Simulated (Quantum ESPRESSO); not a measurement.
# Collinear magnetic orders of Ni3Pt with Quantum ESPRESSO, part 2 of 2

A self-consistent run ends on one state, which hangs on the start. Several orders of Ni3Pt are started in Quantum ESPRESSO and their energies compared.

Quantum ESPRESSO 7.5; PBEsol; plane waves with GBRV 1.5 PBEsol potentials, no spin-orbit coupling.

So far, absolute magnetization (μB): step 2 (run 1, typed as ferro +++) 2.60.

### Step 5. Energies of the orders

An order is kept where moments of 0.15 μB or more survive with the typed signs; meshes match where a doubled cell samples the same k points as the first cell.

Orders:

```tsv
start	final state	typed order kept	energy over the lowest (meV a seeded atom)	largest site moment (μB)	net moment (μB a cell of the first run)	mesh matched	CPU time (s)
ferro +++	ferromagnetic	yes	0	0.7097	2.343	yes	101.5
ferri ++-	non-magnetic	no	29.46	0	0	yes	355.9
no spin polarisation	non-magnetic	-	29.43	0	0	yes	46.29
```

### Step 6. The lowest state again, with its states saved

Contents of pw.in:

```
&CONTROL
  calculation = 'scf'
  prefix = 'pwscf'
  outdir = './tmp'
  pseudo_dir = './pseudo'
  disk_io = 'low'
/
&SYSTEM
  ibrav = 0
  celldm(1) = 8
  nat = 4
  ntyp = 2
  ecutwfc = 40
  ecutrho = 280
  nbnd = 50
  occupations = 'smearing'
  smearing = 'fd'
  degauss = 0.00734986
  nspin = 2
  starting_magnetization(1) = 0.0556
  starting_magnetization(2) = 0
/
&ELECTRONS
  conv_thr = 8d-09
  electron_maxstep = 150
  mixing_beta = 0.3
/
ATOMIC_SPECIES
Ni     58.6934 ni_pbesol_v1.4.uspp.F.UPF
Pt    195.0840 pt_pbesol_v1.4.uspp.F.UPF
CELL_PARAMETERS alat
   0.8561798191892    0.0000000000000    0.0000000000000
   0.0000000000000    0.8561798191892    0.0000000000000
   0.0000000000000    0.0000000000000    0.8561798191892
ATOMIC_POSITIONS crystal
Ni      0.5000000000    0.0000000000    0.5000000000
Ni      0.0000000000    0.5000000000    0.5000000000
Ni      0.5000000000    0.5000000000    0.0000000000
Pt      0.0000000000    0.0000000000    0.0000000000
K_POINTS automatic
8 8 8 0 0 0
```

On the command line:

```bash
$ OMP_NUM_THREADS=1 mpirun -n 4 pw.x -nk 4 -in pw.in > pw.out
```

What it wrote:

```text
     [... lines left out ...]
Program PWSCF v.7.5 starts
     [... lines left out ...]
     number of atoms/cell      =            4
     [... lines left out ...]
     number of electrons       =        70.00
     number of Kohn-Sham states=           50
     kinetic-energy cutoff     =      40.0000  Ry
     charge density cutoff     =     280.0000  Ry
     scf convergence threshold =      8.0E-09
     [... lines left out ...]
     48 Sym. Ops., with inversion, found
     [... lines left out ...]
     number of k points=    35  Fermi-Dirac smearing, width (Ry)=  0.0073
     [... lines left out ...]
     iteration # 14     ecut=    40.00 Ry     beta= 0.30
     [... lines left out ...]
     Magnetic moment per site  (integrated on atomic sphere of radius R)
     atom   1 (R=0.250)  charge= 16.8508  magn=  0.7097
     atom   2 (R=0.250)  charge= 16.8508  magn=  0.7097
     atom   3 (R=0.250)  charge= 16.8508  magn=  0.7097
     atom   4 (R=0.250)  charge= 13.4020  magn=  0.3192
     [... lines left out ...]
     the Fermi energy is    19.2549 ev
!    total energy              =   -1239.83487530 Ry
     estimated scf accuracy    <          4.6E-09 Ry
     smearing contrib. (-TS)   =      -0.01529607 Ry
     [... lines left out ...]
     total magnetization       =     2.34 Bohr mag/cell
     absolute magnetization    =     2.60 Bohr mag/cell
     convergence has been achieved in  14 iterations
```

Run time: 25 s. Hardware: 4 MPI ranks of Arm Neoverse V2, shared host; peak memory 0.39 GiB; 99 s of CPU time.

Read from the output:

```yaml
smearing_term_ts: 0.2081 eV
magnetization: 2.343 μB
absolute_magnetization: 2.604 μB
final_state: ferromagnetic
largest_moment: 0.7097 μB
```

### Step 7. Projections on atomic orbitals

projwfc.x projects the saved states on orthogonalised atomic orbitals of the pseudopotential files.

What it wrote:

```text
[banner, memory and clock lines left out]
Program PROJWFC v.7.5 starts

     [... lines left out ...]
     IMPORTANT: XC functional enforced from input :
     Exchange-correlation= PBESOL
                           (   1   4  10   8   0   0   0)
     Any further DFT definition will be discarded
     Please, verify this is what you really want

     G-vector sticks info

     Check: negative core charge=   -0.000013

     negative rho (up, down):  8.539E-02 8.270E-02

     Gaussian broadening (read from input): ngauss,degauss=   0    0.010000

     Calling projwave ....

  Problem Sizes
  natomwfc =           51
  nbnd     =           50
  nkstot   =           70
  npwx     =         1406
  nkb      =           72

     Atomic states used for projection
     (read from pseudopotential files):

     state #   1: atom   1 (Ni ), wfc  1 (l=0 m= 1)
     state #   2: atom   1 (Ni ), wfc  2 (l=1 m= 1)
     state #   3: atom   1 (Ni ), wfc  2 (l=1 m= 2)
     state #   4: atom   1 (Ni ), wfc  2 (l=1 m= 3)
     state #   5: atom   1 (Ni ), wfc  3 (l=2 m= 1)
     state #   6: atom   1 (Ni ), wfc  3 (l=2 m= 2)
     state #   7: atom   1 (Ni ), wfc  3 (l=2 m= 3)
     state #   8: atom   1 (Ni ), wfc  3 (l=2 m= 4)
     state #   9: atom   1 (Ni ), wfc  3 (l=2 m= 5)
     state #  10: atom   1 (Ni ), wfc  4 (l=0 m= 1)
     state #  11: atom   1 (Ni ), wfc  5 (l=1 m= 1)
     state #  12: atom   1 (Ni ), wfc  5 (l=1 m= 2)
     state #  13: atom   1 (Ni ), wfc  5 (l=1 m= 3)
     state #  14: atom   2 (Ni ), wfc  1 (l=0 m= 1)
[...]
state #  28: atom   3 (Ni ), wfc  2 (l=1 m= 1)
     state #  29: atom   3 (Ni ), wfc  2 (l=1 m= 2)
     state #  30: atom   3 (Ni ), wfc  2 (l=1 m= 3)
     state #  31: atom   3 (Ni ), wfc  3 (l=2 m= 1)
     state #  32: atom   3 (Ni ), wfc  3 (l=2 m= 2)
     state #  33: atom   3 (Ni ), wfc  3 (l=2 m= 3)
     state #  34: atom   3 (Ni ), wfc  3 (l=2 m= 4)
     state #  35: atom   3 (Ni ), wfc  3 (l=2 m= 5)
     state #  36: atom   3 (Ni ), wfc  4 (l=0 m= 1)
     state #  37: atom   3 (Ni ), wfc  5 (l=1 m= 1)
     state #  38: atom   3 (Ni ), wfc  5 (l=1 m= 2)
     state #  39: atom   3 (Ni ), wfc  5 (l=1 m= 3)
     state #  40: atom   4 (Pt ), wfc  1 (l=1 m= 1)
     state #  41: atom   4 (Pt ), wfc  1 (l=1 m= 2)
     state #  42: atom   4 (Pt ), wfc  1 (l=1 m= 3)
     state #  43: atom   4 (Pt ), wfc  2 (l=2 m= 1)
     state #  44: atom   4 (Pt ), wfc  2 (l=2 m= 2)
     state #  45: atom   4 (Pt ), wfc  2 (l=2 m= 3)
     state #  46: atom   4 (Pt ), wfc  2 (l=2 m= 4)
     state #  47: atom   4 (Pt ), wfc  2 (l=2 m= 5)
     state #  48: atom   4 (Pt ), wfc  3 (l=0 m= 1)
     state #  49: atom   4 (Pt ), wfc  4 (l=1 m= 1)
     state #  50: atom   4 (Pt ), wfc  4 (l=1 m= 2)
     state #  51: atom   4 (Pt ), wfc  4 (l=1 m= 3)

 [... projections of the bands left out ...]

Lowdin Charges:

     Atom #   1: total charge =  17.8776, s =  2.3595, p =  7.0344, d =  8.4836,
                 spin up      =   9.2816, s =  1.1768,
                 spin up      =   9.2816, p =  3.4997, pz=  1.1742, px=  1.1742, py=  1.1512,
                 spin up      =   9.2816, d =  4.6051, dz2=  0.9421, dxz=  0.8916, dyz=  0.9185, dx2-y2=  0.9345, dxy=  0.9185,
                 spin down    =   8.5960, s =  1.1827,
                 spin down    =   8.5960, p =  3.5348, pz=  1.1837, px=  1.1837, py=  1.1673,
                 spin down    =   8.5960, d =  3.8785, dz2=  0.8440, dxz=  0.6982, dyz=  0.7567, dx2-y2=  0.8230, dxy=  0.7567,
                 polarization =   0.6856, s = -0.0059, p = -0.0351, d =  0.7265,
     Atom #   2: total charge =  17.8776, s =  2.3595, p =  7.0344, d =  8.4836,
                 spin up      =   9.2816, s =  1.1768,
                 spin up      =   9.2816, p =  3.4997, pz=  1.1742, px=  1.1512, py=  1.1742,
                 spin up      =   9.2816, d =  4.6051, dz2=  0.9421, dxz=  0.9185, dyz=  0.8916, dx2-y2=  0.9345, dxy=  0.9185,
                 spin down    =   8.5960, s =  1.1827,
                 spin down    =   8.5960, p =  3.5348, pz=  1.1837, px=  1.1673, py=  1.1837,
                 spin down    =   8.5960, d =  3.8785, dz2=  0.8440, dxz=  0.7567, dyz=  0.6982, dx2-y2=  0.8230, dxy=  0.7567,
                 polarization =   0.6856, s = -0.0059, p = -0.0351, d =  0.7265,
     Atom #   3: total charge =  17.8776, s =  2.3595, p =  7.0344, d =  8.4836,
                 spin up      =   9.2816, s =  1.1768,
                 spin up      =   9.2816, p =  3.4997, pz=  1.1512, px=  1.1742, py=  1.1742,
                 spin up      =   9.2816, d =  4.6051, dz2=  0.9306, dxz=  0.9185, dyz=  0.9185, dx2-y2=  0.9460, dxy=  0.8916,
                 spin down    =   8.5960, s =  1.1827,
                 spin down    =   8.5960, p =  3.5348, pz=  1.1673, px=  1.1837, py=  1.1837,
                 spin down    =   8.5960, d =  3.8785, dz2=  0.8124, dxz=  0.7567, dyz=  0.7567, dx2-y2=  0.8546, dxy=  0.6982,
                 polarization =   0.6856, s = -0.0059, p = -0.0351, d =  0.7265,
     Atom #   4: total charge =  16.2506, s =  0.5734, p =  7.1762, d =  8.5009,
                 spin up      =   8.2766, s =  0.2819,
                 spin up      =   8.2766, p =  3.5729, pz=  1.1910, px=  1.1910, py=  1.1910,
                 spin up      =   8.2766, d =  4.4218, dz2=  0.9035, dxz=  0.8716, dyz=  0.8716, dx2-y2=  0.9035, dxy=  0.8716,
                 spin down    =   7.9740, s =  0.2915,
                 spin down    =   7.9740, p =  3.6034, pz=  1.2011, px=  1.2011, py=  1.2011,
                 spin down    =   7.9740, d =  4.0791, dz2=  0.8565, dxz=  0.7887, dyz=  0.7887, dx2-y2=  0.8565, dxy=  0.7887,
                 polarization =   0.3026, s = -0.0096, p = -0.0305, d =  0.3427,
     Spilling Parameter:   0.0017
```

It took 1.9 s on 4 MPI ranks; peak memory 0.06 GiB; 7.6 s of CPU time.

```tsv
atom	moment in the sphere (μB)	Löwdin moment (μB)	Löwdin charge (e)
Ni1	0.710	0.686	17.878
Ni2	0.710	0.686	17.878
Ni3	0.710	0.686	17.878
Pt4	0.319	0.303	16.251
```

### Step 8. Outcome

```json
{"lowest state found": "ferromagnetic (from ferro +++)", "largest site moment": "0.710 μB", "state without moments": "29.4 meV a seeded atom higher"}
```

At this level spin polarisation gains little. 1 start lost its moments. The largest moment reads 0.71 μB in the sphere and 0.69 μB by Löwdin projection; a site moment hangs on how space is shared out. This is the lowest of 3 collinear or spinless starts, no proof of the ground state. Energies are free energies at an electronic temperature of 1160 K, which lowers moments and differences where the moments are itinerant.

[Logs and program files are shortened in this print: banners, set-up blocks, solver, clock and traceback lines can be left out without a mark of their own.]

[Logs are printed without paths, hosts, clocks, repeated set-up lines and the standing remarks that a program may print on its own settings, such as how far it seeks lower states.]

[Hosts, paths, dates, database ids (printed as entryN), source tags and the programs' standing remarks are cut or masked in the printed files.]

[Where a cell is said to come from a database of computed structures, the database is the Materials Project.]
